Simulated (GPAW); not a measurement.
## P2Ir (P2_1/c): G0W0 with GPAW, start to end

How does a plane-wave GW calculation on P2Ir (P2_1/c) run from the first input to the gap?

Calculated with GPAW 26.7.0; LDA and many-body steps on it, plane waves.

### Step 1. The starting structure

The structure is monoclinic, space group P2_1/c (No. 14). The conventional cell has a = 5.772 Å, b = 5.807 Å, c = 5.872 Å, α = 90.00°, β = 111.25°, γ = 90.00°. P has 1 P at 2.22 Å and 3 Ir at 2.41 to 2.42 Å nearest. Nearest to P lie 1 P at 2.22 Å and 3 Ir at 2.33 to 2.35 Å. Ir has 6 P at 2.33 to 2.42 Å nearest. Farther neighbours are not listed.

The cell and positions are those that the Materials Project relaxed with its own functionals (PBE, PBE+U or r2SCAN), kept fixed. Spin-orbit coupling is left out unless a step names it.

### Step 2. Ground state

This step: GPAW 26.7.0; DFT, LDA, plane waves, PAW.

The ground-state density comes first.

The input, run.py:

```python
import json
import numpy as np
from gpaw.mpi import world
from ase import Atoms
from gpaw import GPAW, PW, FermiDirac

atoms = Atoms(['P', 'P', 'P', 'P', 'P', 'P', 'P', 'P', 'Ir', 'Ir', 'Ir', 'Ir'],
    cell=[[5.7723350975, 0.0000000000, 0.0000000000],
      [0.0000000000, 5.8067315100, 0.0000000000],
      [-2.1284997265, 0.0000000000, 5.4731408836]],
    scaled_positions=[[0.1580067000, 0.8818818600, 0.8702877200],
      [0.8419933000, 0.3818818600, 0.6297122800],
      [0.8419933000, 0.1181181400, 0.1297122800],
      [0.1580067000, 0.6181181400, 0.3702877200],
      [0.3343229900, 0.3772052700, 0.1885463900],
      [0.6656770100, 0.8772052700, 0.3114536100],
      [0.6656770100, 0.6227947300, 0.8114536100],
      [0.3343229900, 0.1227947300, 0.6885463900],
      [0.2718664100, 0.4988304100, 0.7915786900],
      [0.7281335900, 0.9988304100, 0.7084213100],
      [0.7281335900, 0.5011695900, 0.2084213100],
      [0.2718664100, 0.0011695900, 0.2915786900]],
    pbc=(True, True, True))
calc = GPAW(mode=PW(450),
    xc='LDA',
    kpts={'size': (4, 4, 4), 'gamma': True},
    occupations=FermiDirac(0.001),
    nbands=-12,
    convergence={'density': 1e-6, 'bands': -3},
    maxiter=100,
    txt='gs.txt')
atoms.calc = calc
res = {'energy': atoms.get_potential_energy()}
kpts = calc.get_ibz_k_points()
res['kpts'] = kpts
res['eigenvalues'] = [calc.get_eigenvalues(kpt=k) for k in range(len(kpts))]
res['n_electrons'] = calc.get_number_of_electrons()
calc.write('gs.gpw')

if world.rank == 0:
    with open('result.json', 'w') as f:
        json.dump(res, f, default=lambda x: x.tolist())
```

On the command line:

```
$ mpirun -n 8 gpaw python run.py
```

Numbers of over 12 decimals in the logs are rounded to 6 here.

What it wrote:

```text
__  _  _
 | _ |_)|_||  |
 |__||  | ||/\| - 26.7.0

Input parameters:
  mode=PW(ecut=450.000000),
  convergence={'density': 1e-06, 'bands': -3},
  kpts=MonkhorstPack(size=(4, 4, 4), gamma=True),
  maxiter=100,
  nbands=-12,
  occupations=Occupations(name='fermi-dirac', width=0.001, fixmagmom=False),
  xc=XC(name='LDA')
  [... matrices ...]
Diagonalizing LCAO Hamiltonian
Converting LCAO to pw mode

          P
                 P Ir
           Ir

           PP      PP

                    Ir
            IrP
                     P

Atoms  # Å, Bohr magnetons
|    | symbol |         x |        y |        z |    initial magnetic moments |
|  0 |      P | -0.940340 | 5.120851 | 4.763207 | ( 0.0000,  0.0000,  0.0000) |
|  1 |      P |  3.519925 | 2.217485 | 3.446504 | ( 0.0000,  0.0000,  0.0000) |
|  2 |      P |  4.584175 | 0.685880 | 0.709934 | ( 0.0000,  0.0000,  0.0000) |
|  3 |      P |  0.123910 | 3.589246 | 2.026637 | ( 0.0000,  0.0000,  0.0000) |
|  4 |      P |  1.528503 | 2.190330 | 1.031941 | ( 0.0000,  0.0000,  0.0000) |
|  5 |      P |  3.179582 | 5.093695 | 1.704629 | ( 0.0000,  0.0000,  0.0000) |
|  6 |      P |  2.115332 | 3.616402 | 4.441200 | ( 0.0000,  0.0000,  0.0000) |
|  7 |      P |  0.464254 | 0.713036 | 3.768511 | ( 0.0000,  0.0000,  0.0000) |
|  8 |     Ir | -0.115571 | 2.896574 | 4.332422 | ( 0.0000,  0.0000,  0.0000) |
|  9 |     Ir |  2.695157 | 5.799940 | 3.877290 | ( 0.0000,  0.0000,  0.0000) |
| 10 |     Ir |  3.759406 | 2.910157 | 1.140719 | ( 0.0000,  0.0000,  0.0000) |
| 11 |     Ir |  0.948679 | 0.006791 | 1.595851 | ( 0.0000,  0.0000,  0.0000) |

Unit cell  # Å
| periodic |         x |        y |        z |  lengths |     angles |
|      yes |  5.772335 | 0.000000 | 0.000000 | 5.772335 |  90.000000 |
|      yes |  0.000000 | 5.806732 | 0.000000 | 5.806732 | 111.251015 |
|      yes | -2.128500 | 0.000000 | 5.473141 | 5.872460 |  90.000000 |

Number of symmetries: 2
Symmetry operations  # r_c * U_cc + t_c -> r_c
|   | kind |            matrix            |
| 0 |  E   |  1, 0, 0,  0, 1, 0,  0, 0, 1 |
| 1 |  i   | -1, 0, 0,  0,-1, 0,  0, 0,-1 |

BZ-sampling:
  Number of BZ points: 64
  Number of IBZ points: 36

  Monkhorst-Pack size: [4, 4, 4]
  Monkhorst-Pack shift: [0.125, 0.125, 0.125]

K-points  # in reciprocal-cell coordinates
|     |                                coordinates |     weight |
|   0 | (  0.00000000,   0.00000000,   0.00000000) | 0.01562500 |
|   1 | (  0.00000000,   0.00000000,   0.25000000) | 0.03125000 |
|   2 | (  0.00000000,   0.00000000,   0.50000000) | 0.01562500 |
|   3 | (  0.00000000,   0.25000000,  -0.25000000) | 0.03125000 |
|   4 | (  0.00000000,   0.25000000,   0.00000000) | 0.03125000 |
|   5 | (  0.00000000,   0.25000000,   0.25000000) | 0.03125000 |
|   6 | (  0.00000000,   0.25000000,   0.50000000) | 0.03125000 |
|   7 | (  0.00000000,   0.50000000,   0.00000000) | 0.01562500 |
|   8 | (  0.00000000,   0.50000000,   0.25000000) | 0.03125000 |
|   9 | (  0.00000000,   0.50000000,   0.50000000) | 0.01562500 |
| ... |                                            |            |
|  35 | (  0.50000000,   0.50000000,   0.50000000) | 0.01562500 |

Plane wave coefficients: 3996
Cutoff: 450.000000 eV

Spin-components: 1 (collinear spins)
Bands:           62
Projectors:      64
Spin-degeneracy: 2
Datatype:        complex128

  Storage: CPU
  Wave functions: 142_312_320 bytes (17_789_040 per core)
  Projectors: 73_451_520 bytes (9_181_440 per core)
  [... matrices ...]
Parallelization:
  kpt:    4
  domain: 2
  band:   1

Density:
  Valence electrons: 100.0
  Components: 1
  Grid points: [30 30 30]
  Charge: 0.0  # |e|

Potential:
  Grid points: [30 30 30]

species:
  P:
    name:    Phosphorus
    Z:       15.0
    valence: 5
    core:    10
    charge:  0.0  # [|e|]
    compensation charges:
      type: gauss
      rc: 0.30  # [Å]
      lmax: 2
    cutoffs:
      filter: 1.69  # [Å]
      core: 1.81  # [Å]
    projectors
    | kind |    occ | energy [eV] | rcut [Å] |
    |   3s |  2.000 |     -14.015 |    0.953 |
    |   3p |  3.000 |      -5.596 |    0.953 |
    |    s |        |      13.197 |    0.953 |
    |    p |        |      21.615 |    0.953 |
    |    d |        |       0.000 |    0.953 |

    Using partial waves for P as LCAO basis

  Ir:
    name:    Iridium
    Z:       77.0
    valence: 15
    core:    62
    charge:  0.0  # [|e|]
    compensation charges:
      type: gauss
      rc: 0.40  # [Å]
      lmax: 2
    cutoffs:
      filter: 2.40  # [Å]
      core: 2.36  # [Å]
    projectors
    | kind |    occ | energy [eV] | rcut [Å] |
    |   6s |  2.000 |      -6.559 |    1.296 |
    |   5p |  6.000 |     -54.966 |    1.328 |
    |   6p |  0.000 |      -1.355 |    1.328 |
    |   5d |  7.000 |      -7.377 |    1.286 |
    |    s |        |      20.652 |    1.296 |
    |    d |        |      19.835 |    1.286 |

    Using partial waves for Ir as LCAO basis

Reference energy: -2011029.798306  # eV

eigensolver:
  PPCG
  Converge bands: -3
  niter=2

density mixing:
  MSR1-Mixer
  Pratt-step length: 0.05
  Maximum mixing coefficient: 0.75
  Old densities: 10
  SVD Regularization: 0.005
  Good broyden scale: 1.0
  Trust region scale: 1.0
  Backstep threshold: 4.0
  History deletion threshold: 6.0
  Fourier metric: weight=20.0, sigma=0.015

occupation numbers:
  Fermi-Dirac:
    width: 0.0010  # eV

poisson solver:
  ecut: 3600.000000  # eV

xc functional:
  name: None

Initialization done in: 3.056 s

convergence criteria:
- Maximum integral of absolute [dens]ity change: 1e-06 electrons / valence electron
- Maximum [total energy] change in last 3 cyles: 0.0005 eV / valence electron
- Maximum integral of absolute [eigenst]ate change: 4e-08 eV^2 / valence electron
maximum number of iterations: 100

SCF iterations
|iter     |     time |      energy | eigst |  dens |
|iter:   1|  | -101.809038 | +0.80 |       |
|iter:   2|  | -102.045150 | -0.62 | -1.18 |
|iter:   3|  | -101.270750 | -1.21 | -1.21 |
|iter:   4|  | -101.191545 | -1.69 | -1.65 |
|iter:   5|  | -101.187248 | -1.94 | -2.00 |
|iter:   6|  | -101.172603c| -2.50 | -2.14 |
|iter:   7|  | -101.173016c| -3.29 | -2.65 |
|iter:   8|  | -101.173046c| -3.64 | -3.18 |
|iter:   9|  | -101.173038c| -3.91 | -3.70 |
|iter:  10|  | -101.173040c| -4.19 | -4.29 |
|iter:  11|  | -101.173041c| -4.35 | -4.75 |
|iter:  12|  | -101.173041c| -4.47 | -5.01 |
|iter:  13|  | -101.173041c| -4.72 | -5.72 |
|iter:  14|  | -101.173041c| -4.90 | -6.24c|
|iter:  15|  | -101.173041c| -5.04 | -6.81c|
|iter:  16|  | -101.173041c| -5.21 | -7.39c|
|iter:  17|  | -101.173041c| -5.40 | -7.76c|
|iter:  18|  | -101.173041c| -5.61 | -7.88c|
|iter:  19|  | -101.173041c| -5.90 | -8.18c|
|iter:  20|  | -101.173041c| -5.98 | -8.34c|
|iter:  21|  | -101.173041c| -6.08 | -9.01c|
|iter:  22|  | -101.173041c| -6.30 | -9.27c|
|iter:  23|  | -101.173041c| -6.35 | -9.58c|
|iter:  24|  | -101.173041c| -6.51 | -9.58c|
|iter:  25|  | -101.173041c| -6.52 | -9.82c|
|iter:  26|  | -101.173041c| -6.76 | -9.77c|
|iter:  27|  | -101.173041c| -6.84 |-10.22c|
|iter:  28|  | -101.173041c| -7.01 | -9.97c|
|iter:  29|  | -101.173041c| -7.12 |-10.15c|
|iter:  30|  | -101.173041c| -7.08 |-10.04c|
|iter:  31|  | -101.173041c| -7.26 |-10.49c|
|iter:  32|  | -101.173041c| -7.46c|-10.31c|

Converged in 32 steps
SCF loop duration: 71.362 s (2.230 s/step)
Energy contributions relative to reference atoms: (reference = -2011029.798306)
  [... matrices ...]
Energy contributions:
  Kinetic:          70.400947
  Coulomb:         -65.797396
  Zero:             -1.178166
  External:          0.000000
  Xc:             -104.598427
  Entropy:          -0.000000
  Spinorbit:         0.000000
  ----------------------------
  Free energy:    -101.173041
  Extrapolated:   -101.173041

dipole moment: (0.000015, 0.000023, 0.000022)  # |e|*Ang

Fermi level: 10.031
Eigenvalues  # (at kpt = [0.000, 0.000, 0.000])
| band index |      eig [eV] | occ [0-2] |
|          0 |       -39.846 |     2.000 |
|        ... |               |           |
|         42 |         7.380 |     2.000 |
|         43 |         7.438 |     2.000 |
|         44 |         7.488 |     2.000 |
|         45 |         7.546 |     2.000 |
|         46 |         7.562 |     2.000 |
|         47 |         7.965 |     2.000 |
|         48 |         8.159 |     2.000 |
|         49 |         8.281 |     2.000 |
|         50 |        10.189 |     0.000 |
[...]
|         54 |        12.618 |     0.000 |
|         55 |        13.477 |     0.000 |
|         56 |        13.854 |     0.000 |
|         57 |        13.944 |     0.000 |
|        ... |               |           |
|         61 |        15.061 |     0.000 |

Gap: 0.609 eV
Transition (v -> c):
  (s=0, k=35, n=49, [0.50, 0.50, 0.50]) -> (s=0, k=0, n=50, [0.00, 0.00, 0.00])
Direct/indirect transitions are different
Direct gap: 1.517 eV
Transition at: (s=0, k=9, n=49, [0.00, 0.50, 0.50])
# Writing to gs.gpw (mode='')
  [... matrices ...]
```

Elapsed: 76 s, on 8 MPI ranks of Arm Neoverse V1, shared host; peak memory 1.6 GiB; 10 min of CPU time.

This step gave:

| Item | Value |
| --- | --- |
| total energy | -101.1730 eV |
| gap | 0.6092 eV |
| k of the valence top | 0.5, 0.5, 0.5 |
| k of the conduction bottom | 0, 0, 0 |
| least direct gap | 1.517 eV |

The gap is indirect, with the least direct gap 0.91 eV higher.

### Step 3. Bands along the symmetry lines

Levels along a band path, at the cheap level, show where the edges lie and whether the meshes to come will hold them.

The input, run.py:

```python
import json
import numpy as np
from gpaw.mpi import world
from gpaw import GPAW

path = [[0.000000, 0.000000, 0.000000],
    [0.000000, 0.062500, 0.000000],
    [0.000000, 0.125000, 0.000000],
    [0.000000, 0.187500, 0.000000],
    [0.000000, 0.250000, 0.000000],
    [0.000000, 0.312500, 0.000000],
    [0.000000, 0.375000, 0.000000],
    [0.000000, 0.437500, 0.000000],
    [0.000000, 0.500000, 0.000000],
    [0.000000, 0.500000, 0.062500],
    [0.000000, 0.500000, 0.125000],
    [0.000000, 0.500000, 0.187500],
    [0.000000, 0.500000, 0.250000],
    [0.000000, 0.500000, 0.312500],
    [0.000000, 0.500000, 0.375000],
    [0.000000, 0.500000, 0.437500],
    [0.000000, 0.500000, 0.500000],
    [0.000000, 0.437500, 0.500000],
    [0.000000, 0.375000, 0.500000],
    [0.000000, 0.312500, 0.500000],
    [0.000000, 0.250000, 0.500000],
    [0.000000, 0.187500, 0.500000],
    [0.000000, 0.125000, 0.500000],
    [0.000000, 0.062500, 0.500000],
    [0.000000, 0.000000, 0.500000],
    [0.000000, 0.000000, 0.437500],
    [0.000000, 0.000000, 0.375000],
    [0.000000, 0.000000, 0.312500],
    [0.000000, 0.000000, 0.250000],
    [0.000000, 0.000000, 0.187500],
    [0.000000, 0.000000, 0.125000],
    [0.000000, 0.000000, 0.062500],
    [0.000000, 0.000000, 0.000000],
    [-0.062500, 0.000000, 0.062500],
    [-0.125000, 0.000000, 0.125000],
    [-0.187500, 0.000000, 0.187500],
    [-0.250000, 0.000000, 0.250000],
    [-0.312500, 0.000000, 0.312500],
    [-0.375000, 0.000000, 0.375000],
    [-0.437500, 0.000000, 0.437500],
    [-0.500000, 0.000000, 0.500000],
    [-0.500000, 0.062500, 0.500000],
    [-0.500000, 0.125000, 0.500000],
    [-0.500000, 0.187500, 0.500000],
    [-0.500000, 0.250000, 0.500000],
    [-0.500000, 0.312500, 0.500000],
    [-0.500000, 0.375000, 0.500000],
    [-0.500000, 0.437500, 0.500000],
    [-0.500000, 0.500000, 0.500000],
    [-0.437500, 0.500000, 0.437500],
    [-0.375000, 0.500000, 0.375000],
    [-0.312500, 0.500000, 0.312500],
    [-0.250000, 0.500000, 0.250000],
    [-0.187500, 0.500000, 0.187500],
    [-0.125000, 0.500000, 0.125000],
    [-0.062500, 0.500000, 0.062500],
    [0.000000, 0.500000, 0.000000],
    [-0.062500, 0.500000, 0.000000],
    [-0.125000, 0.500000, 0.000000],
    [-0.187500, 0.500000, 0.000000],
    [-0.250000, 0.500000, 0.000000],
    [-0.312500, 0.500000, 0.000000],
    [-0.375000, 0.500000, 0.000000],
    [-0.437500, 0.500000, 0.000000],
    [-0.500000, 0.500000, 0.000000],
    [-0.500000, 0.437500, 0.000000],
    [-0.500000, 0.375000, 0.000000],
    [-0.500000, 0.312500, 0.000000],
    [-0.500000, 0.250000, 0.000000],
    [-0.500000, 0.187500, 0.000000],
    [-0.500000, 0.125000, 0.000000],
    [-0.500000, 0.062500, 0.000000],
    [-0.500000, 0.000000, 0.000000],
    [-0.437500, 0.000000, 0.000000],
    [-0.375000, 0.000000, 0.000000],
    [-0.312500, 0.000000, 0.000000],
    [-0.250000, 0.000000, 0.000000],
    [-0.187500, 0.000000, 0.000000],
    [-0.125000, 0.000000, 0.000000],
    [-0.062500, 0.000000, 0.000000],
    [0.000000, 0.000000, 0.000000]]
calc = GPAW('gs.gpw').fixed_density(kpts=path,
    symmetry='off',
    nbands=60,
    convergence={'bands': 56},
    txt='bands.txt')
res = {}
kpts = calc.get_ibz_k_points()
res['kpts'] = kpts
res['eigenvalues'] = [calc.get_eigenvalues(kpt=k) for k in range(len(kpts))]
res['n_electrons'] = calc.get_number_of_electrons()

if world.rank == 0:
    with open('result.json', 'w') as f:
        json.dump(res, f, default=lambda x: x.tolist())
```

On the command line:

```
$ mpirun -n 8 gpaw python run.py
```

What it wrote:

```text
Diagonalizing LCAO Hamiltonian
Converting LCAO to pw mode
convergence criteria:
- Maximum integral of absolute [eigenst]ate change: 4e-08 eV^2 / valence electron
maximum number of iterations: 100

SCF iterations
|iter     |     time |      energy | eigst |  dens |
|iter:   1|  |             | +0.70 |       |
|iter:   2|  |             | -0.74 |       |
|iter:   3|  |             | -1.61 |       |
[...]
|iter:  19|  |             | -7.15 |       |
|iter:  20|  |             | -7.36 |       |
|iter:  21|  |             | -7.52c|       |
SCF steps: 21
  __  _  _
 | _ |_)|_||  |
 |__||  | ||/\| - 26.7.0

Input parameters:
  mode=PW(ecut=450.000000),
  convergence={'bands': 56},
  gpts=array([30, 30, 30]),
  kpts=KPoints(kpts=array([[ 0.    ,  0.    ,  0.    ],
         [ 0.    ,  0.0625,  0.    ],
         [ 0.    ,  0.125 ,  0.    ],
         [ 0.    ,  0.1875,  0.    ],
         [ 0.    ,  0.25  ,  0.    ],
         [ 0.    ,  0.3125,  0.    ],
         [ 0.    ,  0.375 ,  0.    ],
[...]
[ 0.    ,  0.5   ,  0.0625],
[...]
[ 0.    ,  0.5   ,  0.1875],
[...]
[ 0.    ,  0.5   ,  0.3125],
[...]
[ 0.    ,  0.1875,  0.5   ],
[...]
[ 0.    ,  0.0625,  0.5   ],
[...]
[ 0.    ,  0.    ,  0.1875],
[...]
[ 0.    ,  0.    ,  0.0625],
         [ 0.    ,  0.    ,  0.    ],
         [-0.0625,  0.    ,  0.0625],
         [-0.125 ,  0.    ,  0.125 ],
         [-0.1875,  0.    ,  0.1875],
         [-0.25  ,  0.    ,  0.25  ],
         [-0.3125,  0.    ,  0.3125],
         [-0.375 ,  0.    ,  0.375 ],
[...]
[-0.5   ,  0.0625,  0.5   ],
[...]
[-0.5   ,  0.1875,  0.5   ],
[...]
[-0.5   ,  0.3125,  0.5   ],
[...]
[-0.1875,  0.5   ,  0.1875],
[...]
[-0.0625,  0.5   ,  0.0625],
         [ 0.    ,  0.5   ,  0.    ],
         [-0.0625,  0.5   ,  0.    ],
[...]
[-0.1875,  0.5   ,  0.    ],
[...]
[-0.3125,  0.5   ,  0.    ],
[...]
[-0.5   ,  0.1875,  0.    ],
[...]
[-0.5   ,  0.0625,  0.    ],
[...]
[-0.25  ,  0.    ,  0.    ],
         [-0.1875,  0.    ,  0.    ],
         [-0.125 ,  0.    ,  0.    ],
         [-0.0625,  0.    ,  0.    ],
         [ 0.    ,  0.    ,  0.    ]])),
  maxiter=100,
  nbands=60,
  occupations=Occupations(name='fermi-dirac', width=0.001, fixmagmom=False),
  parallel={},
  symmetry=Symmetry(point_group=False, time_reversal=False),
  xc=XC(name='LDA')
  [... matrices ...]
timing:  # [seconds]
  Total: 0.036  # ━━━━━━━━━━━━━━━━━━━━━━━━━━━━━━━━━━━━━━━━━━━━━━━━━━━━━━━━━━━
```

Elapsed: 1.8 min, on 8 MPI ranks; peak memory 2.2 GiB.

Numbers from this step:

```yaml
gap: 0.6092 eV
k_of_the_valence_top: -0.5, 0.5, 0.5
k_of_the_conduction_bottom: 0, 0, 0
least_direct_gap: 1.517 eV
```

The gap is 0.609 eV, as in the run before at this level.

The electronic bands at the labelled points (eV, zero at the top of the highest filled band):

| point | band 47 | band 48 | band 49 | band 50 | band 51 | band 52 | band 53 | band 54 |
| --- | --- | --- | --- | --- | --- | --- | --- | --- |
| Γ | -2.02 | -1.61 | -1.42 | -1.30 | 0.61 | 1.41 | 2.35 | 2.73 |
| halfway | -1.45 | -1.30 | -1.17 | -0.94 | 0.81 | 1.50 | 2.39 | 2.67 |
| Z | -1.09 | -1.09 | -0.55 | -0.55 | 1.27 | 1.27 | 2.59 | 2.59 |
| halfway | -1.22 | -1.22 | -0.52 | -0.52 | 1.23 | 1.23 | 2.74 | 2.74 |
| D | -1.19 | -1.19 | -0.12 | -0.12 | 1.40 | 1.40 | 2.09 | 2.09 |
| halfway | -1.19 | -1.19 | -0.64 | -0.64 | 1.35 | 1.35 | 1.93 | 1.93 |
| B | -1.83 | -1.83 | -0.46 | -0.46 | 1.35 | 1.35 | 2.06 | 2.06 |
| halfway | -1.84 | -1.76 | -1.19 | -0.85 | 0.88 | 1.38 | 2.34 | 2.45 |
| Γ | -2.02 | -1.61 | -1.42 | -1.30 | 0.61 | 1.41 | 2.35 | 2.73 |
| halfway | -1.63 | -1.38 | -1.16 | -0.83 | 1.01 | 2.00 | 2.36 | 2.48 |
| A | -0.86 | -0.86 | -0.74 | -0.74 | 2.35 | 2.35 | 2.41 | 2.41 |
| halfway | -1.17 | -1.17 | -0.59 | -0.59 | 2.02 | 2.02 | 2.34 | 2.34 |
| E | -0.78 | -0.78 | 0.00 | 0.00 | 1.63 | 1.63 | 2.37 | 2.37 |
| halfway | -1.06 | -1.06 | -0.80 | -0.80 | 1.65 | 1.65 | 2.57 | 2.57 |
| Z | -1.09 | -1.09 | -0.55 | -0.55 | 1.27 | 1.27 | 2.59 | 2.59 |
| halfway | -1.02 | -1.02 | -0.82 | -0.82 | 1.34 | 1.34 | 2.73 | 2.73 |
| C2 | -0.97 | -0.97 | -0.22 | -0.22 | 1.63 | 1.63 | 1.85 | 1.85 |
| halfway | -1.27 | -1.07 | -0.56 | -0.21 | 1.45 | 1.73 | 2.00 | 2.04 |
| Y2 | -1.62 | -1.56 | -0.30 | -0.08 | 1.45 | 1.77 | 2.10 | 2.25 |
| halfway | -1.71 | -1.63 | -1.13 | -0.88 | 1.07 | 1.61 | 2.27 | 2.66 |
| Γ | -2.02 | -1.61 | -1.42 | -1.30 | 0.61 | 1.41 | 2.35 | 2.73 |

(Continued in part 2 of 2.)

[Paths, hosts, dates, memory and timing lines, banners, echoed tables and standing remarks are left out of the program output.]

[Logs are printed without paths, hosts, clocks, repeated set-up lines and the standing remarks that a program may print on its own settings, such as how far it seeks lower states.]

[Runs of the session that timed out or met a known fault of the program may be left out.]

[Hosts, paths, dates, database ids (printed as entryN), source tags and the programs' standing remarks are cut or masked in the printed files.]
